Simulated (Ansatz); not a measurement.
# Mo2NO2 monolayer: phonons and vibrational spectra

The cell of Mo2NO2 monolayer is at rest. What are its phonons? After the zone centre comes a 4×4×1 q mesh on a 20×20×1 k mesh.

Method: DFT PBEsol, scalar-relativistic, plane waves, PAW; PAW set soft_1, in Ansatz 0.2.0.

## Step 1: The starting structure

The cell holds 5 atoms: 1 N, 2 Mo and 2 O. Its edges and angles: a = 3.128 Å, b = 3.128 Å, c = 32.600 Å, α = 90.0°, β = 90.0°, γ = 120.0°. Vacuum lies along c.

## Step 2: Modes at Γ

The cell comes from relaxations at this level that are not shown. The zone centre comes first: it holds the modes that light can see, as far as symmetry allows. No field response is asked, since the mesh shows no gap.

Input file input.yaml:

```yaml
crystal:
  lattice:
    - [3.1275982884, 0.0, 0.0]
    - [-1.5637991442, 2.7085795706, 0.0]
    - [0.0, 0.0, 32.6]
  atoms:
    - { symbol: "N", position: [0.0, 0.0, 0.3067484663] }
    - { symbol: Mo, position: [0.3333333333, 0.6666666667, 0.3385219659] }
    - { symbol: Mo, position: [0.6666666667, 0.3333333333, 0.2749749666] }
    - { symbol: O, position: [0.6666666667, 0.3333333333, 0.3700275879] }
    - { symbol: O, position: [0.3333333333, 0.6666666667, 0.2434693446] }
  periodic: [true, true, false]
kpoints:
  mp_grid: { grid: [18, 18, 1] }
hamiltonian:
  xc: pbesol
  pseudopotentials: { kind: paw, azcp: { folder: soft_1 }, xc_functional: pbe }
scf:
  occupations: { method: methfessel_paxton, width: 0.2 }
output:
  eigenvalues: true
phonons:
  method: dfpt
```

Run with:

```bash
ansatz run input.yaml --threads 8 --pin off --max-ram 16384MiB --backend cpu --events-out ev --progress --plain --runs-dir out
```

Numbers of over 12 decimals in the logs are rounded to 6 here.

The log of the run:

```text
Warning: crystal.symmetry: narrowed to the stabiliser of the run's FFT grids — unitary ops 12 → 6. A phonons.method: dfpt run fills in the rows of the dynamical matrix that it does not solve by its symmetry operations, which is exact only for operations that map its FFT grids onto themselves: filled in by any other, the frequencies could depend on the order in which like atoms are typed, or, by more than the grids' own error, on where the crystal sits among the grids' points. Excluded: 6 operations. The run can therefore solve more perturbations, solve them on more k-points, or both, and cost more. [rest of the remark cut]
Engine: ansatz 0.2.0, aarch64-unknown-linux-gnu
Pseudopotentials: kind: paw
Pseudopotential: N, paw, valence charge 5, recommended cutoff 420 eV (normal), soft_1/N.paw.azcp
Pseudopotential: Mo, paw, valence charge 14, recommended cutoff 420 eV (normal), soft_1/Mo.paw.azcp
Pseudopotential: O, paw, valence charge 6, recommended cutoff 420 eV (normal), soft_1/O.paw.azcp
Functional definition: PBEsol
  exchange = pbesol_x
  correlation = pbesol_c
Crystal: 5 atoms, lattice volume = 276.166 Å³
Basis set: ecut = 420 eV, 5353 PW (Γ), exchange–correlation on 48×48×450 points (8 copies of the dense FFT grid, shifted against one another)
Bands: 28, of which v1, the nominal top of the filled ones, is band 23 counted from 1 (22 counted from 0)
Symmetry: 12 space group operations
k-points: 91 of 324 (irreducible under 2 space group operations, time reversal used)
Non-local potential: N, projectors of the file, l = 0: 2, l = 1: 2, l = 2: 1
Non-local potential: Mo, projectors of the file, l = 0: 3, l = 1: 2, l = 2: 2, l = 3: 1
Non-local potential: O, projectors of the file, l = 0: 2, l = 1: 2, l = 2: 1
PAW form: soft (Blöchl's): semilocal exchange-correlation on the pseudo side does not see the compensation charge
PAW frozen core: N, regenerated for the run's functional, and the local potential with it (the file was generated under x = pbe(κ = 0.804, μ = 0.219515), c = pbe(β = 0.066725))
PAW frozen core: Mo, regenerated for the run's functional, and the local potential with it (the file was generated under x = pbe(κ = 0.804, μ = 0.219515), c = pbe(β = 0.066725))
PAW frozen core: O, regenerated for the run's functional, and the local potential with it (the file was generated under x = pbe(κ = 0.804, μ = 0.219515), c = pbe(β = 0.066725))
PAW one-centre angular grid: N, 110 points (default); XC on 64 Gauss nodes
PAW one-centre angular grid: Mo, 590 points (default); XC on 64 Gauss nodes
PAW one-centre angular grid: O, 110 points (default); XC on 64 Gauss nodes
Initial density: superposition of atomic densities (neutral atoms: chi_scale 0, normalization atom)
Initial wavefunctions: pseudopotential atomic-orbital guess
Functional: x = pbesol(κ = 0.804, μ = 0.123457), c = pbesol(β = 0.046)
SCF iter   1: F=—  HF=-11304.017209 eV  |F-HF|=—  |Δ(HF+E_count)|=         —  Δρ=9.79e-2  dr2=3.14e1  ethr=3.10e-3  ⟨swp⟩=12.3  Hψ=19465  notcnv=0
preconditioner: auto → LDOS  [metal: Δε(μ)=0.043 eV  Ē_g=11.813 eV  σ=0.200 eV  W_gap=0.18  n_scr=20 (ndim 8)  ℏωp=12.0 eV  f_vac=0.776  D(μ)=2.20/eV (n_scr^D=12)  β→1.0]
SCF iter   2: F=—  HF=-11301.807480 eV  |F-HF|=—  |Δ(HF+E_count)|=    2.21e0  S|Δr|=    0.00e0  Δρ=1.24e-1  dr2=4.68e1  ethr=3.10e-3  ⟨swp⟩=6.3  Hψ=10346  notcnv=0  defer=87
SCF iter   3: F=—  HF=-11295.951346 eV  |F-HF|=—  |Δ(HF+E_count)|=    5.86e0  S|Δr|=    0.00e0  Δρ=1.48e-2  dr2=5.53e-1  ethr=3.10e-3  ⟨swp⟩=5.1  Hψ=9050  notcnv=0  defer=4
SCF iter   4: F=—  HF=-11295.865362 eV  |F-HF|=—  |Δ(HF+E_count)|=   8.60e-2  S|Δr|=    0.00e0  Δρ=4.51e-3  dr2=1.70e-1  ethr=1.23e-3  ⟨swp⟩=3.3  Hψ=6572  notcnv=0  defer=81
SCF iter   5: F=—  HF=-11295.842744 eV  |F-HF|=—  |Δ(HF+E_count)|=   2.26e-2  S|Δr|=    0.00e0  Δρ=3.22e-3  dr2=4.27e-2  ethr=3.79e-4  ⟨swp⟩=3.2  Hψ=5335  notcnv=0  defer=81
SCF iter   6: F=—  HF=-11295.836061 eV  |F-HF|=—  |Δ(HF+E_count)|=   6.68e-3  S|Δr|=    0.00e0  Δρ=9.17e-4  dr2=5.26e-3  ethr=9.48e-5  ⟨swp⟩=3.1  Hψ=4392  notcnv=0  defer=81
SCF iter   7: F=—  HF=-11295.835411 eV  |F-HF|=—  |Δ(HF+E_count)|=   6.49e-4  S|Δr|=    0.00e0  Δρ=2.43e-4  dr2=2.74e-4  ethr=1.17e-5  ⟨swp⟩=3.1  Hψ=5428  notcnv=0  defer=81
SCF iter   8: F=—  HF=-11295.835396 eV  |F-HF|=—  |Δ(HF+E_count)|=   1.57e-5  S|Δr|=    0.00e0  Δρ=1.08e-4  dr2=3.46e-5  ethr=6.10e-7  ⟨swp⟩=3.9  Hψ=6212  notcnv=0  defer=81
SCF iter   9: F=—  HF=-11295.835382 eV  |F-HF|=—  |Δ(HF+E_count)|=   1.39e-5  S|Δr|=    0.00e0  Δρ=2.00e-5  dr2=1.06e-6  ethr=7.68e-8  ⟨swp⟩=3.9  Hψ=6377  notcnv=0  defer=81
SCF iter  10: F=—  HF=-11295.835196 eV  |F-HF|=—  |Δ(HF+E_count)|=   1.86e-4  S|Δr|=    0.00e0  Δρ=5.80e-6  dr2=5.46e-8  ethr=2.36e-9  ⟨swp⟩=3.5  Hψ=6126  notcnv=0  defer=81
SCF iter  11: F=—  HF=-11295.835196 eV  |F-HF|=—  |Δ(HF+E_count)|=   1.02e-7  S|Δr|=    0.00e0  Δρ=7.89e-7  dr2=1.47e-9  ethr=1.21e-10  ⟨swp⟩=3.4  Hψ=6056  notcnv=0  defer=81
SCF iter  12: F=—  HF=-11295.835196 eV  |F-HF|=—  |Δ(HF+E_count)|=   1.70e-8  S|Δr|=    0.00e0  Δρ=2.87e-7  dr2=2.20e-10  ethr=3.26e-12  ⟨swp⟩=4.1  Hψ=6755  notcnv=0  defer=81
SCF iter  13: F=-11295.835196 eV  HF=-11295.835196 eV  |F-HF|=2.91e-10  |Δ(HF+E_count)|=   2.00e-9  S|Δr|=    0.00e0  Δρ=5.47e-8  dr2=6.00e-12  ethr=1.00e-12  ⟨swp⟩=21.5  Hψ=27888  notcnv=0
SCF 1 converged in 13 iterations: F = -11295.835196 eV  dr2 = 6.00e-12
  greatest PAW one-centre occupation: 0.999 electrons in one spin orbital (limit 2), on the Mo atom at site 2 (counted from 0), in its partial waves of l = 0
DFPT response loops at Γ: preconditioner auto → none (partly filled bands, converged f_vac=0.788); β = 0.50; Broyden in place of MSR1
SCF converged after 13 iterations
Stability not checked: this state was not tested for a lower state beside it, because cold or Methfessel-Paxton smearing, or corrected tetrahedra, fill the levels in a way that the test cannot read (fill_not_monotonic; see scf.lower_state_search)
Free energy (F): -11295.835196 eV
Harris-Foulkes:  -11295.835196 eV  (|F-HF|=2.91e-10)
Internal energy: -11295.834768 eV  (E = F + TS)
E sigma→0 (E₀):  -11295.835089 eV
Entropy (-TS):   -0.000428 eV (-0.086 meV/atom)
Fermi energy:    -6.094093 eV
--- Per-component energies (eV) ---
  E_band       = -1172.547300
  E_kinetic    = 1311.514032
  E_local      = -143372.757154  (includes V_loc(G=0)·N_el)
  E_nonlocal   = 439.478213
  E_hartree    = 70784.861030
  E_xc         = -550.610004
  E_vxc        = -694.718740  (∫ρ·V_xc dr)
  E_paw        = -6743.938177  (= ΣΔE_a)
  E_vpaw       = -425.788230  (= ΣTr[D̂ρ^β])
  E_aug_tail   = 0.002502  (compensation charges beyond the density's cutoff)
  E_ewald      = 66835.097517
  E_core_change = 0.517275  (= ΣΔE_core)
  E_smearing   = -0.000428  (= −TS)
  E_closure    = -0.000000  (closes the sum)
  Σ components = -11295.835196   (vs F -11295.835196, Δ=0.00e0)
--- Band table (eV; the first three rows and the last of 91) ---
  k-point 0: bands = [... 19 lower, -9.1662, -8.6671, -8.6671, -6.4131, -5.3316, -5.3316, -4.4318, -3.4678, ... 1 higher]
  k-point 1: bands = [... 19 lower, -9.0847, -8.3620, -8.3431, -6.5203, -5.3073, -5.2077, -4.4181, -3.5280, ... 1 higher]
  k-point 2: bands = [... 19 lower, -8.9605, -8.0576, -7.8841, -6.6386, -5.2156, -4.9877, -4.3800, -3.6261, ... 1 higher]
  k-point 90: bands = [... 19 lower, -9.6542, -7.5039, -6.8004, -6.1221, -4.8586, -4.2638, -4.0578, -3.2425, ... 1 higher]
--- Phonons (Γ-DFPT): 10 representative perturbations + reference, on 91 of 324 k-points (Σ response iterations 64) ---
  ASR residual: 4.757e-5 → 0.000e0 eV/Å²; symmetrization residual: 1.123e-5 eV/Å²
  The last average, over the group as it would stand without the narrowing to the FFT grids, took up to 1.604e-6 eV/Å² of the zone centre's force constants
  ASR residual per site (eV/Å²): 4.76e-5 2.07e-5 1.87e-5 4.39e-5 4.35e-5
  Γ frequencies (cm⁻¹): 0.00 0.00 0.00 150.94 150.94 285.51 360.59 360.59 396.61 396.61 479.77 536.46 542.75 685.29 685.29
  non-analytic LO–TO correction: not included (Born effective charges unavailable; polar crystals: no LO–TO splitting at Γ)
```

The job ended after 2.4 min (8 threads of Arm Neoverse V2, shared host; peak memory 2.5 GiB; 18 min of CPU time).

In the SCF lines HF is the Harris–Foulkes energy and dr2 the Hartree energy of the density residual, in eV; the loop may stop once dr2 is under the threshold and the program's other checks hold. Hψ counts applications of the Hamiltonian.

This run has no spin polarisation, although Mo can carry a moment.

This step gave:

| Quantity | Value |
| --- | --- |
| gap on the k-mesh | 0 eV |
| sum-rule residual before enforcement | 4.76e-5 eV/Å² |
| point group | -3m |
| area per atom | 1.694 Å² |
| highest optical mode at the zone centre (no LO-TO term) | 685.3 cm⁻¹ |
| lowest optical zone-centre mode | 150.9 cm⁻¹ |

Patterns of degenerate modes are one choice out of their space. Modes at Γ, with each element's share of the kinetic energy:

| mode | frequency (cm⁻¹) | symmetry | N % | Mo % | O % |
| --- | --- | --- | --- | --- | --- |
| 1 | 0.0 | acoustic | 6 | 81 | 13 |
| 2 | 0.0 | acoustic | 6 | 81 | 13 |
| 3 | 0.0 | acoustic | 6 | 81 | 13 |
| 4 | 150.9 | Eg | 0 | 92 | 8 |
| 5 | 150.9 | Eg | 0 | 92 | 8 |
| 6 | 285.5 | A1g | 0 | 83 | 17 |
| 7 | 360.6 | Eu | 1 | 16 | 84 |
| 8 | 360.6 | Eu | 1 | 16 | 84 |
| 9 | 396.6 | Eg | 0 | 8 | 92 |
| 10 | 396.6 | Eg | 0 | 8 | 92 |
| 11 | 479.8 | A2u | 68 | 15 | 17 |
| 12 | 536.5 | A2u | 26 | 4 | 70 |
| 13 | 542.8 | A1g | 0 | 17 | 83 |
| 14 | 685.3 | Eu | 94 | 4 | 3 |
| 15 | 685.3 | Eu | 94 | 4 | 3 |

Displacements in mode 4 (150.9 cm⁻¹), the largest set to 1:
```
N1   0.00  0.00  0.00
Mo2  0.40  1.00  0.00
Mo3 -0.40 -1.00  0.00
O4   0.28  0.71  0.00
O5  -0.28 -0.71  0.00
```

Displacements in mode 11 (479.8 cm⁻¹), the largest set to 1:
```
N1   0.00  0.00  1.00
Mo2  0.00  0.00 -0.13
Mo3  0.00  0.00 -0.13
O4   0.00  0.00  0.33
O5   0.00  0.00  0.33
```

Before it was imposed, the acoustic sum rule was missed by 4.8e-5 eV/Å². Small misses are needed for a sound result but don't prove that mesh and cutoff are converged. The lowest optical mode is real, 151 cm⁻¹.

[end of part 1 of 2]

[Logs are printed without paths, hosts, clocks, repeated set-up lines and the standing remarks that a program may print on its own settings, such as how far it seeks lower states.]

[Hosts, paths, dates, database ids (printed as entryN), source tags and the programs' standing remarks are cut or masked in the printed files.]
